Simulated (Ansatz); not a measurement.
# Si on Ni(100): change of the work function, part 4 of 5

Aim: the work function of Ni(100) at several coverages of Si (top site), and the dipole that each adsorbate carries.

Ansatz 0.2.0; plane-wave DFT, LDA, Ansatz PAW (the session's first sound run).

So far, work function, upper face (eV): step 2 (the clean slab) 5.25; step 3 (17 atoms, coverage 0.25 ML, cell 2x2) 4.88; step 4 (18 atoms, coverage 0.5 ML, cell 2x2) 4.99; step 5 (5 atoms, coverage 1 ML, cell 1x1) 4.65.

### Step 6. Work function against coverage

This step: plane-wave DFT, LDA, Ansatz PAW; work function against coverage (Ansatz 0.2.0).

The runs are now put side by side.

Numbers from this step:

| Quantity | Value |
| --- | --- |
| work function of the clean face | 5.251 eV |
| largest change of the work function | -0.6026 eV |

Work function of the covered face against coverage:

```tsv
coverage (adsorbates/nm²)	work function of the covered face (eV)
0.00	5.25
4.04	4.88
8.07	4.99
16.14	4.65
```

The dipole per adsorbate comes from the change of the cell's dipole. Coverage, by row:

```tsv
coverage (1/nm²)	coverage (ML)	work function (eV)	change (eV)	dipole per adsorbate, positive end outwards (debye)	mean height of the added atoms over the highest substrate atom (Å)
4.035	0.25	4.878	-0.3725	0.248	1.719
8.071	0.5	4.985	-0.2655	0.087	1.69
16.14	1	4.648	-0.6026	0.102	2.199
```

### Step 7. The 0.25 ML cell at another level of theory, cutoff 420 eV, functional PBEsol

This step: plane-wave DFT, PBEsol, Ansatz PAW (Ansatz 0.2.0).

System of this step: Si/Ni(100). The cell holds 17 atoms: 16 Ni and 1 Si. Its edges and angles: a = 4.978 Å, b = 4.978 Å, c = 25.480 Å, α = 90.0°, β = 90.0°, γ = 90.0°. Vacuum lies along c.

The geometry is kept and the functional is PBEsol.

File input.yaml:

```yaml
crystal:
  lattice:
    - [4.9780317396, 0.0, 0.0]
    - [0.0, 4.9780317396, 0.0]
    - [0.0, 0.0, 25.4797581452]
  atoms:
    - { symbol: Ni, position: [0.25, 0.25, 0.3532215631], spin: 0.7 }
    - { symbol: Ni, position: [0.0, 0.0, 0.4222960022], spin: 0.7 }
    - { symbol: Ni, position: [0.2564150332, 0.2564150332, 0.4875378751], spin: 0.7 }
    - { symbol: Ni, position: [0.0, 0.0, 0.542785941], spin: 0.7 }
    - { symbol: Ni, position: [0.25, 0.75, 0.3532215631], spin: 0.7 }
    - { symbol: Ni, position: [0.0, 0.5, 0.4222960022], spin: 0.7 }
    - { symbol: Ni, position: [0.2564150332, 0.7435849668, 0.4875378751], spin: 0.7 }
    - { symbol: Ni, position: [0.0, 0.5, 0.5543195321], spin: 0.7 }
    - { symbol: Ni, position: [0.75, 0.25, 0.3532215631], spin: 0.7 }
    - { symbol: Ni, position: [0.5, 0.0, 0.4222960022], spin: 0.7 }
    - { symbol: Ni, position: [0.7435849668, 0.2564150332, 0.4875378751], spin: 0.7 }
    - { symbol: Ni, position: [0.5, 0.0, 0.5543195321], spin: 0.7 }
    - { symbol: Ni, position: [0.75, 0.75, 0.3532215631], spin: 0.7 }
    - { symbol: Ni, position: [0.5, 0.5, 0.4222960022], spin: 0.7 }
    - { symbol: Ni, position: [0.7435849668, 0.7435849668, 0.4875378751], spin: 0.7 }
    - { symbol: Ni, position: [0.5, 0.5, 0.5525547968], spin: 0.7 }
    - { symbol: Si, position: [0.0, 0.0, 0.6217832087] }
magnetization:
  spin_polarized: true
kpoints:
  mp_grid: { grid: [6, 6, 1] }
hamiltonian:
  xc: pbesol
scf:
  occupations: { method: fermi_dirac, width: 0.1 }
  convergence: { dr2_threshold: 1.0e-08 }
efield:
  axis: 3
  dipole_correction: true
  ramp_position: 0.97
  ramp_width: 0.06
output:
  write_potential: true
  write_density: true
  volumetric_format: npy
```

Started as:

```sh
$ ansatz run input.yaml --threads 4 --pin off --max-ram 12288MiB --backend cpu --events-out ev --progress --plain --runs-dir out
```

Numbers of over 12 decimals in the logs are rounded to 6 here.

What it wrote:

```text
[...]
Crystal: 17 atoms, lattice volume = 631.409 Å³
Basis set: ecut = 420 eV, 12433 PW (Γ)
Bands: 182, of which v1, the nominal top of the filled ones, is band 146 counted from 1 (145 counted from 0)
Symmetry: 8 space group operations
k-points: 10 of 36
[...]
Starting moments: Σ|m| = 11.2 μB on 16 of 17 sites
[...]
SCF iter   1: F=—  HF=-93477.746415 eV  |F-HF|=—  |Δ(HF+E_count)|=         —  Δρ=3.19e-2 (↑2.00e-2 ↓3.19e-2)  dr2=2.69e1  dr2_m=2.10e0  M=12.501 μB ∫|m|=13.080 μB  β_m=1.00  ethr=3.10e-3  p=-0.000 e·Å  D=-2.30e-7 V/Å  ΔV_dip=0.00 eV  dr2_dipole=1.23e0  V_vac-E_F(+/−)=7.04/7.04 eV  ⟨swp⟩=11.6  Hψ=20652  notcnv=0  defer=181
[...]
SCF iter  17: F=-93492.661161 eV  HF=-93492.661161 eV  |F-HF|=5.53e-9  |Δ(HF+E_count)|=  4.51e-10  Δρ=8.46e-7 (↑2.94e-7 ↓8.46e-7)  dr2=6.51e-9  dr2_m=5.22e-10  M=9.625 μB ∫|m|=10.969 μB  ethr=1.55e-12  p=0.034 e·Å  D=9.85e-3 V/Å  ΔV_dip=-0.25 eV  dr2_dipole=6.51e-11  V_vac-E_F(+/−)=4.75/5.00 eV  ⟨swp⟩=15.3  Hψ=18614  notcnv=0
SCF 1 converged in 17 iterations: F = -93492.661161 eV  dr2 = 6.51e-9
[...]
SCF converged after 17 iterations
Magnetization: 9.6245 μB (150.8123 up, 141.1877 down)
Absolute magnetization: 10.9787 μB (∫|ρ↑−ρ↓|, with the PAW one-centre terms)
[...]
Per-site moments (μB) at R_I (Å): [(0.747993, 1.026719), (0.672238, 1.012266), (0.620080, 0.944278), (0.237485, 0.830293), (0.747993, 1.026719), (0.674320, 0.998816), (0.620080, 0.944278), (0.579333, 1.009995), (0.747993, 1.026719), (0.674320, 0.998816), (0.620080, 0.944278), (0.579333, 1.009995), (0.747993, 1.026719), (0.640775, 0.985182), (0.620080, 0.944278), (0.701365, 0.983537), (-0.017481, 0.830293)]
Free energy (F): -93492.661161 eV
[...]
Internal energy: -93491.722235 eV  (E = F + TS)
E sigma→0 (E₀):  -93492.191698 eV
Entropy (-TS):   -0.938926 eV (-55.231 meV/atom)
Fermi energy:    1.838200 eV
Dipole field:    D = 0.009840 V/Å  (p = 0.034337 e·Å, saw-weighted, corrected)
Work function:   Φ+ = 4.7490 eV   Φ− = 4.9997 eV
[...]
--- Band table (eV; the first three rows and the last of 20) ---
  k-point 0 ↑: bands = [... 142 lower, 1.3411, 1.3411, 1.3777, 1.3787, 1.6049, 1.6742, 1.8378, 1.8378, ... 32 higher]
  k-point 1 ↑: bands = [... 142 lower, 1.2562, 1.3045, 1.3074, 1.3150, 1.3945, 1.4910, 1.5310, 1.6685, ... 32 higher]
  k-point 2 ↑: bands = [... 142 lower, 1.2371, 1.2548, 1.2709, 1.2871, 1.3204, 1.3526, 1.3578, 1.4100, ... 32 higher]
  k-point 9 ↓: bands = [... 142 lower, 1.5744, 1.6077, 1.6077, 2.0416, 2.0416, 2.0887, 2.1105, 2.1105, ... 32 higher]
```

The job ended after 2.7 min (4 threads of Arm Neoverse V2, shared host; peak memory 3.7 GiB).

In the SCF lines HF is the Harris–Foulkes energy and dr2 the Hartree energy of the density residual, in eV; the loop may stop once dr2 is under the threshold and the program's other checks hold. Hψ counts applications of the Hamiltonian.

Numbers from this step:

| Property | Result |
| --- | --- |
| energy at zero smearing | -93492.1917 eV |
| total moment | 9.625 μB |
| work function, upper face | 4.749 eV |
| work function, lower face | 5.000 eV |
| dipole along the normal | 0.03434 e·Å |
| step between the vacuum levels | -0.2507 eV |

Site moment by atom:

```tsv
atom	site moment (μB)
Ni1	0.748
Ni2	0.672
Ni3	0.620
Ni4	0.237
Ni5	0.748
Ni6	0.674
Ni7	0.620
Ni8	0.579
Ni9	0.748
Ni10	0.674
Ni11	0.620
Ni12	0.579
Ni13	0.748
Ni14	0.641
Ni15	0.620
Ni16	0.701
Si17	-0.017
```

The work function comes to 4.75 eV, -0.13 eV from the first level.

### Step 8. The 0.25 ML cell at another level of theory, cutoff 500 eV, functional r2SCAN

This step: plane-wave DFT, r2SCAN, Ansatz PAW (Ansatz 0.2.0).

The geometry is kept and the functional is r2SCAN; other changes against the main runs: cutoff 420 → 500.

input.yaml, as its differences from that of step 7:

```diff
@@ -28,3 +28,3 @@
 hamiltonian:
-  xc: pbesol
+  xc: r2scan
 scf:
```

What it wrote:

```text
[...]
Crystal: 17 atoms, lattice volume = 631.409 Å³
Basis set: ecut = 500 eV, 16001 PW (Γ), exchange–correlation on 160×160×768 points (64 copies of the dense FFT grid, shifted against one another)
Bands: 182, of which v1, the nominal top of the filled ones, is band 146 counted from 1 (145 counted from 0)
Symmetry: 8 space group operations
k-points: 10 of 36
[...]
Starting moments: Σ|m| = 11.2 μB on 16 of 17 sites
[...]
SCF iter   1: F=—  HF=-94135.249918 eV  |F-HF|=—  |Δ(HF+E_count)|=         —  Δρ=2.18e-2 (↑2.18e-2 ↓2.09e-2)  dr2=2.95e1  dr2_τ=1.16e-1  dr2_m=1.53e0  M=12.167 μB ∫|m|=12.955 μB  β_m=1.00  ethr=3.10e-3  p=-0.000 e·Å  D=-1.25e-6 V/Å  ΔV_dip=0.00 eV  dr2_dipole=1.98e0  V_vac-E_F(+/−)=7.36/7.36 eV  ⟨swp⟩=11.2  Hψ=20484  notcnv=0  defer=212
[...]
SCF iter  42: F=-94155.285384 eV  HF=-94155.285384 eV  |F-HF|=5.65e-9  |Δ(HF+E_count)|=  1.31e-10  Δρ=7.49e-7 (↑1.40e-7 ↓7.49e-7)  dr2=5.74e-9  dr2_τ=9.97e-12  dr2_m=6.52e-10  M=11.408 μB ∫|m|=14.144 μB  ethr=1.00e-12  p=0.009 e·Å  D=2.45e-3 V/Å  ΔV_dip=-0.06 eV  dr2_dipole=4.93e-10  V_vac-E_F(+/−)=4.85/4.91 eV  ⟨swp⟩=6.2  Hψ=9865  notcnv=0
SCF 1 converged in 42 iterations: F = -94155.285384 eV  dr2 = 5.74e-9
[...]
this state was not tested for a lower state beside it, because the mixer in use, unlike msr1, does not test its closes by its own steps (another_mixer; see scf.mixing.algorithm and scf.lower_state_search)
SCF converged after 42 iterations
an eigenvalue changed by more than its tolerance at an iteration that met the thresholds in force, so the SCF went on 2 times, its first undamped step at iteration 37: the last check found none over its tolerance
Magnetization: 11.4082 μB (151.7041 up, 140.2959 down)
Absolute magnetization: 14.1599 μB (∫|ρ↑−ρ↓|, with the PAW one-centre terms)
[...]
Per-site moments (μB) at R_I (Å): [(0.880315, 1.026719), (0.784489, 1.012266), (0.803460, 0.944278), (0.336444, 0.830293), (0.880315, 1.026719), (0.821709, 0.998816), (0.803460, 0.944278), (0.747812, 1.009995), (0.880315, 1.026719), (0.821709, 0.998816), (0.803460, 0.944278), (0.747812, 1.009995), (0.880315, 1.026719), (0.793071, 0.985182), (0.803460, 0.944278), (0.839126, 0.983537), (-0.021624, 0.830293)]
Free energy (F): -94155.285384 eV
[...]
Internal energy: -94154.570430 eV  (E = F + TS)
E sigma→0 (E₀):  -94154.927907 eV
Entropy (-TS):   -0.714954 eV (-42.056 meV/atom)
Fermi energy:    1.861426 eV
Dipole field:    D = 0.002431 V/Å  (p = 0.008484 e·Å, saw-weighted, corrected)
Work function:   Φ+ = 4.8474 eV   Φ− = 4.9094 eV
[...]
--- Band table (eV; the first three rows and the last of 20) ---
  k-point 0 ↑: bands = [... 142 lower, 0.8540, 0.8789, 0.8845, 1.0394, 1.2432, 1.2697, 1.6368, 1.6368, ... 32 higher]
  k-point 1 ↑: bands = [... 142 lower, 0.8494, 0.8539, 0.8934, 1.0035, 1.0165, 1.1192, 1.1271, 1.3269, ... 32 higher]
  k-point 2 ↑: bands = [... 142 lower, 0.8047, 0.8278, 0.8482, 0.8901, 0.9263, 0.9344, 0.9878, 1.0041, ... 32 higher]
  k-point 9 ↓: bands = [... 142 lower, 1.7786, 1.7786, 1.7968, 2.1045, 2.1045, 2.1825, 2.2934, 2.3349, ... 32 higher]
```

Run time: 11 min. Hardware: 4 threads; peak memory 5.5 GiB; 44 min of CPU time.

This step gave:

```yaml
energy_at_zero_smearing: -94154.9279 eV
total_moment: 11.41 μB
work_function_upper_face: 4.847 eV
work_function_lower_face: 4.909 eV
dipole_along_the_normal: 0.008484 e·Å
step_between_the_vacuum_levels: -0.06195 eV
```

Site moment by atom:

```tsv
atom	site moment (μB)
Ni1	0.880
Ni2	0.784
Ni3	0.803
Ni4	0.336
Ni5	0.880
Ni6	0.822
Ni7	0.803
Ni8	0.748
Ni9	0.880
Ni10	0.822
Ni11	0.803
Ni12	0.748
Ni13	0.880
Ni14	0.793
Ni15	0.803
Ni16	0.839
Si17	-0.022
```

The work function comes to 4.85 eV, -0.03 eV from the first level.

### Step 9. The 0.25 ML cell at another level of theory, cutoff 420 eV, functional RPBE

This step: plane-wave DFT, RPBE, Ansatz PAW (Ansatz 0.2.0).

The geometry is kept and the functional is RPBE.

input.yaml, as its differences from that of step 8:

```diff
@@ -28,3 +28,3 @@
 hamiltonian:
-  xc: r2scan
+  xc: rpbe
 scf:
```

What it wrote:

```text
[...]
Crystal: 17 atoms, lattice volume = 631.409 Å³
Basis set: ecut = 420 eV, 12433 PW (Γ)
Bands: 182, of which v1, the nominal top of the filled ones, is band 146 counted from 1 (145 counted from 0)
Symmetry: 8 space group operations
k-points: 10 of 36
[...]
k-point 1 ↑: bands = [... 142 lower, 1.4516, 1.4994, 1.5049, 1.5297, 1.5872, 1.6920, 1.7332, 1.8796, ... 32 higher]
  k-point 2 ↑: bands = [... 142 lower, 1.4340, 1.4494, 1.4788, 1.4832, 1.5150, 1.5503, 1.5552, 1.6019, ... 32 higher]
  k-point 9 ↓: bands = [... 142 lower, 1.8262, 1.8548, 1.8548, 2.2790, 2.2790, 2.3435, 2.3512, 2.3665, ... 32 higher]
[key lines of the parts left out:]
SCF converged after 20 iterations
Magnetization: 9.7749 μB (150.8875 up, 141.1125 down)
Free energy (F): -94147.874896 eV
Fermi energy:    2.070511 eV
Dipole field:    D = 0.002700 V/Å  (p = 0.009423 e·Å, saw-weighted, corrected)
Work function:   Φ+ = 4.6443 eV   Φ− = 4.7131 eV
```

Run time: 2.8 min. Hardware: 4 threads; peak memory 3.7 GiB; 11 min of CPU time.

The work function comes to 4.64 eV, -0.23 eV from the first level.

### Step 10. The 0.25 ML cell at another level of theory, cutoff 420 eV, functional PBE

This step: plane-wave DFT, PBE, Ansatz PAW (Ansatz 0.2.0).

The geometry is kept and the functional is PBE.

input.yaml, as its differences from that of step 9:

```diff
@@ -28,3 +28,3 @@
 hamiltonian:
-  xc: rpbe
+  xc: pbe
 scf:
```

What it wrote:

```text
[...]
Crystal: 17 atoms, lattice volume = 631.409 Å³
Basis set: ecut = 420 eV, 12433 PW (Γ)
Bands: 182, of which v1, the nominal top of the filled ones, is band 146 counted from 1 (145 counted from 0)
Symmetry: 8 space group operations
k-points: 10 of 36
[...]
k-point 1 ↑: bands = [... 142 lower, 1.3511, 1.3986, 1.4028, 1.4211, 1.4862, 1.5881, 1.6317, 1.7734, ... 32 higher]
  k-point 2 ↑: bands = [... 142 lower, 1.3327, 1.3485, 1.3695, 1.3819, 1.4143, 1.4493, 1.4528, 1.5013, ... 32 higher]
  k-point 9 ↓: bands = [... 142 lower, 1.6916, 1.7218, 1.7218, 2.1496, 2.1496, 2.2087, 2.2226, 2.2318, ... 32 higher]
[key lines of the parts left out:]
SCF converged after 17 iterations
Magnetization: 9.6367 μB (150.8183 up, 141.1817 down)
Free energy (F): -94064.048487 eV
Fermi energy:    1.943685 eV
Dipole field:    D = 0.006920 V/Å  (p = 0.024145 e·Å, saw-weighted, corrected)
Work function:   Φ+ = 4.7101 eV   Φ− = 4.8864 eV
```

Elapsed: 2.5 min, on 4 threads; peak memory 3.7 GiB.

The work function comes to 4.71 eV, -0.17 eV from the first level.

### Step 11. The series together

Times are for 4 threads of Arm Neoverse V2, shared host. The series side by side:

```tsv
no.	functional	work function, upper face (eV)	dipole along the normal (e·Å)	time	memory (GiB)
1	pbesol	4.749	0.03434	2.7 min	3.7
2	r2scan	4.847	0.008484	11 min	5.5
3	rpbe	4.644	0.009423	2.8 min	3.7
4	pbe	4.710	0.02415	2.5 min	3.7
```

(Part 4 of 5 ends here.)

[Logs are printed without paths, hosts, clocks, repeated set-up lines and the standing remarks that a program may print on its own settings, such as how far it seeks lower states.]

[Hosts, paths, dates, database ids (printed as entryN), source tags and the programs' standing remarks are cut or masked in the printed files.]

[Maps of the electrostatic potential energy from Ansatz leave out the sawtooth potential of an applied field or a dipole correction, so their vacuum need not be flat; planar profiles and work functions include it.]
